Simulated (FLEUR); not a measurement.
## FePt (volume factor 0.96 on the database's cell): from one collinear state to anisotropy

One state of FePt (volume factor 0.96 on the database's cell) is converged without symmetry. Force theorems then give its anisotropy.

Main program and level: FLEUR MaX-R8.1; PBE; all-electron FLAPW, Dirac cores, scalar-relativistic bands.

Most raw output is cut from this account.

### 1. Starting point

The structure is tetragonal, space group P4/mmm (No. 123). Conventional cell: a = 2.687 Å, b = 2.687 Å, c = 3.670 Å, α = 90.00°, β = 90.00°, γ = 90.00°. Fe has 8 Pt at 2.64 Å and 4 Fe at 2.69 Å nearest. Nearest to Pt lie 8 Fe at 2.64 Å and 4 Pt at 2.69 Å. Farther neighbours are not listed.

Coordinates:

```cif
data_structure
_symmetry_space_group_name_H-M 'P4/mmm'
_symmetry_Int_Tables_number 123
_cell_length_a 2.6867
_cell_length_b 2.6867
_cell_length_c 3.6697
_cell_angle_alpha 90.000
_cell_angle_beta 90.000
_cell_angle_gamma 90.000
_cell_volume 26.49
loop_
_atom_site_label
_atom_site_type_symbol
_atom_site_symmetry_multiplicity
_atom_site_Wyckoff_symbol
_atom_site_fract_x
_atom_site_fract_y
_atom_site_fract_z
_atom_site_occupancy
Fe1 Fe 1 a 0.00000 0.00000 0.00000 1
Pt1 Pt 1 d 0.50000 0.50000 0.50000 1
```

The cell is strained on purpose: volume factor 0.96 on the database's cell.

### 2. Self-consistent state

The force theorems are single passes in this state's potential, so it has to be converged first.

No symmetry is used, so that later steps may turn the spins freely; k and −k are joined. inpgen writes inp.xml from crystal.txt; cutoffs, mixing, functional, smearing and local orbitals are then set in the file. The k list scf (kpts.xml, not shown) is a Γ-centred 10×10×10 mesh; where the ranks do not divide the number of points, some are split in two of half the weight.

Input file inp.xml:

```
<?xml version="1.0" encoding="UTF-8" standalone="no"?>
<fleurInput fleurInputVersion="0.39">
   <comment>
      FePt
   </comment>
   <calculationSetup>
      <cutoffs Kmax="3.6" Gmax="10.8" GmaxXC="10.8" numbands="0"/>
      <scfLoop itmax="110" minDistance="0.00002" maxIterBroyd="15" imix="Anderson" alpha="0.05" precondParam="0.0" spinf="2.0" sdNocoIR="T"/>
      <coreElectrons ctail="F" frcor="F" kcrel="0" coretail_lmax="0"/>
      <xcFunctional name="pbe" relativisticCorrections="F"/>
      <magnetism jspins="2" l_noco="F" l_ss="F">
         <qss>0.0 0.0 0.0</qss>
         <mtNocoParams l_mperp="F" l_mtNocoPot="F" l_relaxSQA="F" mag_mixing_scheme="0" mix_RelaxWeightOffD="1.0" l_constrained="F" mix_constr="1.0"/>
         <sourceFreeMag l_sourceFree="F" l_scaleMag="F" mag_scale="1.0"/>
      </magnetism>
      <soc l_soc="F" theta="0.0" phi="0.0" spav="F"/>
      <expertModes spex="0" secvar="F"/>
      <geometryOptimization l_f="F" forcealpha="1.0" forcemix="BFGS" epsdisp="0.00001" epsforce="0.00001"/>
      <ldaU l_linMix="F" mixParam="0.05" spinf="1.0"/>
   </calculationSetup>
   <cell>
      <bzIntegration valenceElectrons="32.0" mode="hist" fermiSmearingEnergy="0.00183747">
         <kPointListSelection listName="scf"/>
         <xi:include xmlns:xi="http://www.w3.org/2001/XInclude" href="kpts.xml"> </xi:include>
      </bzIntegration>
      <xi:include xmlns:xi="http://www.w3.org/2001/XInclude" href="sym.xml"> </xi:include>
      <bulkLattice scale="1.0">
         <bravaisMatrix>
            <row-1>    5.0771109840099324     0.0000000000000000     0.0000000000000000</row-1>
            <row-2>    0.0000000000000000     5.0771109840099324     0.0000000000000000</row-2>
            <row-3>    0.0000000000000000     0.0000000000000000     6.9347725002893759</row-3>
         </bravaisMatrix>
      </bulkLattice>
   </cell>
   <atomSpecies>
      <species name="Iron (Fe) 2.800" element="Fe" atomicNumber="26">
         <mtSphere radius="2.43" gridPoints="803" logIncrement="0.015"/>
         <atomicCutoffs lmax="10" lnonsphr="8"/>
         <electronConfig flipSpins="F">
            <coreConfig>(1s1/2) (2s1/2) (2p1/2) (2p3/2)</coreConfig>
            <valenceConfig>(3s1/2) (3p1/2) (3p3/2) (4s1/2) (3d3/2) (3d5/2)</valenceConfig>
            <stateOccupation state="(3d3/2)" spinUp="1.4" spinDown="1.0"/>
            <stateOccupation state="(3d5/2)" spinUp="3.0" spinDown="0.6"/>
         </electronConfig>
         <energyParameters s="4" p="4" d="3" f="4"/>
         <lo type="SCLO" l="0" n="3" eDeriv="0"/>
         <lo type="SCLO" l="1" n="3" eDeriv="0"/>
      </species>
      <species name="Platinum (Pt)" element="Pt" atomicNumber="78">
         <mtSphere radius="2.43" gridPoints="803" logIncrement="0.017"/>
         <atomicCutoffs lmax="10" lnonsphr="8"/>
         <electronConfig flipSpins="F">
            <coreConfig>(1s1/2) (2s1/2) (2p1/2) (2p3/2) (3s1/2) (3p1/2) (3p3/2) (4s1/2) (3d3/2) (3d5/2) (4p1/2) (4p3/2) (5s1/2) (4d3/2) (4d5/2) (4f5/2) (4f7/2)</coreConfig>
            <valenceConfig>(5p1/2) (5p3/2) (6s1/2) (5d3/2) (5d5/2)</valenceConfig>
            <stateOccupation state="(6s1/2)" spinUp="0.500000" spinDown="0.500000"/>
            <stateOccupation state="(5d3/2)" spinUp="1.800000" spinDown="1.800000"/>
            <stateOccupation state="(5d5/2)" spinUp="2.700000" spinDown="2.700000"/>
         </electronConfig>
         <energyParameters s="6" p="6" d="5" f="5"/>
         <lo type="SCLO" l="1" n="5" eDeriv="0"/>
      </species>
   </atomSpecies>
   <atomGroups>
      <atomGroup species="Iron (Fe) 2.800">
         <relPos label="                   1">.0000000000 .0000000000 .0000000000</relPos>
         <force calculate="T" relaxXYZ="TTT"/>
         <nocoParams  alpha="0.0" beta="0.0"/>
      </atomGroup>
      <atomGroup species="Platinum (Pt)">
         <relPos label="                   2">1.000/2.000 1.000/2.000 1.000/2.000</relPos>
         <force calculate="T" relaxXYZ="TTT"/>
         <nocoParams  alpha="0.0" beta="0.0"/>
      </atomGroup>
   </atomGroups>
   <output dos="F" band="F" slice="F">
      <bandDOS minEnergy="-.5*Htr" maxEnergy="0.5*Htr" sigma="0.015" storeEVData="T"/>
      <plotting iplot="0" polar="F">
         <plot TwoD="T" vec1="  1.0  0.0  0.0" vec2="  0.0  1.0  0.0" vec3="  0.0  0.0  1.0" zero="  0.0  0.0  0.0" file="plot"/>
      </plotting>
      <moessbauerParams electricFieldGradient="F" isomerShift="F" coreHyperfine="F" valenceHyperfine="F"/>
   </output>
</fleurInput>
```

Input file crystal.txt:

```
FePt
&input film=F cartesian=F /
2.68669143000  0.00000000000  0.00000000000
0.00000000000  2.68669143000  0.00000000000
0.00000000000  0.00000000000  3.66972357000
1.8897261246
1.0 1.0 1.0

2
26 0.00000000000  0.00000000000  0.00000000000 : 2.800
78 0.50000000000  0.50000000000  0.50000000000

&kpt div1=10 div2=10 div3=10 gamma=T /
```

On the command line:

```bash
> OMP_NUM_THREADS=1 inpgen -f crystal.txt -nosym -noco > inpgen.log  # inp.xml is then edited as shown
> OMP_NUM_THREADS=1 mpirun -n 4 fleur_MPI > fleur.log
```

Wall time 4.1 min (4 MPI ranks of Arm Neoverse V1, shared host); peak memory 0.61 GiB.

This step gave:

- free energy: -536596.2041 eV
- program's band gap on this mesh (in a metal only a level spacing): 0.02319 eV
- magnetization: 3.280 μB
- final state: ferromagnetic
- largest moment: 2.931 μB

After 24 cycles the largest moment stands at 2.93 μB.

### 3. Anisotropy by the force theorem, rung 1

Anisotropy is a small difference, so it is taken from sums over occupied states at a frozen potential, where most errors cancel.

One pass with spin–orbit coupling for each direction, from the saved density. Inversion lets half of the mesh serve, which the program's warning doesn't know. The k list mae (kpts.xml, not shown) is a Γ-centred 14×14×11 mesh.

Edit inp.xml of step 2 so:

```diff
@@ -6,4 +6,4 @@
    <calculationSetup>
-      <cutoffs Kmax="3.6" Gmax="10.8" GmaxXC="10.8" numbands="0"/>
-      <scfLoop itmax="110" minDistance="0.00002" maxIterBroyd="15" imix="Anderson" alpha="0.05" precondParam="0.0" spinf="2.0" sdNocoIR="T"/>
+      <cutoffs Kmax="3.6" Gmax="10.8" GmaxXC="10.8" numbands="72"/>
+      <scfLoop itmax="1" minDistance="0.00002" maxIterBroyd="15" imix="Anderson" alpha="0.05" precondParam="0.0" spinf="2.0" sdNocoIR="T"/>
       <coreElectrons ctail="F" frcor="F" kcrel="0" coretail_lmax="0"/>
@@ -15,3 +15,3 @@
       </magnetism>
-      <soc l_soc="F" theta="0.0" phi="0.0" spav="F"/>
+      <soc l_soc="T" theta="0.0" phi="0.0" spav="F"/>
       <expertModes spex="0" secvar="F"/>
@@ -22,3 +22,3 @@
       <bzIntegration valenceElectrons="32.0" mode="hist" fermiSmearingEnergy="0.00183747">
-         <kPointListSelection listName="scf"/>
+         <kPointListSelection listName="mae"/>
          <xi:include xmlns:xi="http://www.w3.org/2001/XInclude" href="kpts.xml"> </xi:include>
@@ -81,2 +81,5 @@
    </output>
+   <forceTheorem>
+      <MAE theta="0.0 1.5707963 1.5707963 0.7853982" phi="0.0 0.0 0.7853982 0.0"/>
+   </forceTheorem>
 </fleurInput>
```

On the command line:

```bash
> OMP_NUM_THREADS=1 mpirun -n 4 fleur_MPI -warn_only > fleur.log
```

Run time: 1.8 min. Hardware: 4 MPI ranks; peak memory 1.1 GiB; 7 min of CPU time.

Anisotropy energies, by row:

| axis | x | y | z | band energy less the first axis' (meV a cell) |
| --- | --- | --- | --- | --- |
| [001] | 0 | 0 | 1 | 0 |
| [100] | 1 | 0 | 0 | 2.685 |
| [110] | 0.7071 | 0.7071 | 0 | 2.619 |
| 45 degrees from [001] toward [100] | 0.7071 | 0 | 0.7071 | 1.27 |

Indices are those of the standard conventional cell; x, y, z give the same directions in the axes of the input.

### 4. Energy against the direction of the moments, rung 2

A second rung shows how far the first can be trusted.

The k list mae (kpts.xml, not shown) is a Γ-centred 21×21×15 mesh.

inp.xml is that of step 3.

Run time: 5.3 min. Hardware: 4 MPI ranks; peak memory 2.7 GiB.

Anisotropy energies, by row:

| axis | x | y | z | band energy less the first axis' (meV a cell) |
| --- | --- | --- | --- | --- |
| [001] | 0 | 0 | 1 | 0 |
| [100] | 1 | 0 | 0 | 2.654 |
| [110] | 0.7071 | 0.7071 | 0 | 2.672 |
| 45 degrees from [001] toward [100] | 0.7071 | 0 | 0.7071 | 1.323 |

### 5. Spin–orbit coupling, moments along [001]

Spin–orbit coupling ties the spins to the lattice and lets orbital moments form.

A new self-consistent run of the start ferro +, with the moments along z. The k list default-1 (kpts.xml, not shown) is a Γ-centred 21×21×15 mesh.

Edit inp.xml of step 2 so:

```diff
@@ -6,12 +6,8 @@
    <calculationSetup>
-      <cutoffs Kmax="3.6" Gmax="10.8" GmaxXC="10.8" numbands="0"/>
+      <cutoffs Kmax="3.6" Gmax="10.8" GmaxXC="10.8" numbands="72"/>
       <scfLoop itmax="110" minDistance="0.00002" maxIterBroyd="15" imix="Anderson" alpha="0.05" precondParam="0.0" spinf="2.0" sdNocoIR="T"/>
-      <coreElectrons ctail="F" frcor="F" kcrel="0" coretail_lmax="0"/>
+      <coreElectrons ctail="T" frcor="F" kcrel="0" coretail_lmax="0"/>
       <xcFunctional name="pbe" relativisticCorrections="F"/>
-      <magnetism jspins="2" l_noco="F" l_ss="F">
-         <qss>0.0 0.0 0.0</qss>
-         <mtNocoParams l_mperp="F" l_mtNocoPot="F" l_relaxSQA="F" mag_mixing_scheme="0" mix_RelaxWeightOffD="1.0" l_constrained="F" mix_constr="1.0"/>
-         <sourceFreeMag l_sourceFree="F" l_scaleMag="F" mag_scale="1.0"/>
-      </magnetism>
-      <soc l_soc="F" theta="0.0" phi="0.0" spav="F"/>
+      <magnetism jspins="2"/>
+      <soc l_soc="T" theta="0.0" phi="0.0" spav="F"/>
       <expertModes spex="0" secvar="F"/>
@@ -22,3 +18,3 @@
       <bzIntegration valenceElectrons="32.0" mode="hist" fermiSmearingEnergy="0.00183747">
-         <kPointListSelection listName="scf"/>
+         <kPointListSelection listName="default-1"/>
          <xi:include xmlns:xi="http://www.w3.org/2001/XInclude" href="kpts.xml"> </xi:include>
@@ -66,3 +62,2 @@
          <force calculate="T" relaxXYZ="TTT"/>
-         <nocoParams  alpha="0.0" beta="0.0"/>
       </atomGroup>
@@ -71,3 +66,2 @@
          <force calculate="T" relaxXYZ="TTT"/>
-         <nocoParams  alpha="0.0" beta="0.0"/>
       </atomGroup>
```

Edit crystal.txt of step 2 so:

```diff
@@ -12,2 +12,3 @@
 
-&kpt div1=10 div2=10 div3=10 gamma=T /
+&soc 0.0000000 0.0000000 /
+&kpt div1=21 div2=21 div3=15 gamma=T /
```

On the command line:

```bash
> OMP_NUM_THREADS=1 inpgen -f crystal.txt > inpgen.log  # inp.xml is then edited as shown
> OMP_NUM_THREADS=1 mpirun -n 4 fleur_MPI > fleur.log
```

Run time: 10 min. Hardware: 4 MPI ranks; peak memory 0.91 GiB.

Read from the output:

```yaml
free_energy: -536597.4583 eV
program_s_band_gap_on_this_mesh_in_a_metal_only_a_level_spacing: 0 eV
magnetization: 3.180 μB
final_state: ferromagnetic
largest_moment: 2.871 μB
orbital_moment_along_the_spin: 0.0576 μB
```

Orbital moment in the sphere, along the spin axis by atom:

| atom | orbital moment in the sphere, along the spin axis (μB) |
| --- | --- |
| Fe1 | 0.0576 |
| Pt2 | 0.0405 |

### 6. What came out

| Item | Value |
| --- | --- |
| reference state | ferromagnetic |
| largest sphere moment | 2.93 μB |
| easy direction of those tried | [001] |
| energy along [100] less [001], force theorem | 2.65 meV a primitive cell |
| orbital moment on the atom of largest spin, along its spin (spin–orbit run) | 0.0576 μB |

**Reading.** By the force theorem the moments prefer [001]; shape anisotropy is not in it. The difference for the second direction goes from 2.7 meV (mesh 14×14×11, 72 states, 7 min of CPU time) to 2.7 meV (mesh 21×21×15, 72 states, 21 min). The orbital moment is parallel to the spin. The state was typed, and no other order was converged beside it, so it need not be the ground state.

[Logs and program files are shortened in this print: banners, set-up blocks, solver, clock and traceback lines can be left out without a mark of their own.]

[Logs are printed without paths, hosts, clocks, repeated set-up lines and the standing remarks that a program may print on its own settings, such as how far it seeks lower states.]

[Hosts, paths, dates, database ids (printed as entryN), source tags and the programs' standing remarks are cut or masked in the printed files.]

[Where a cell is said to come from a database of computed structures, the database is the Materials Project.]
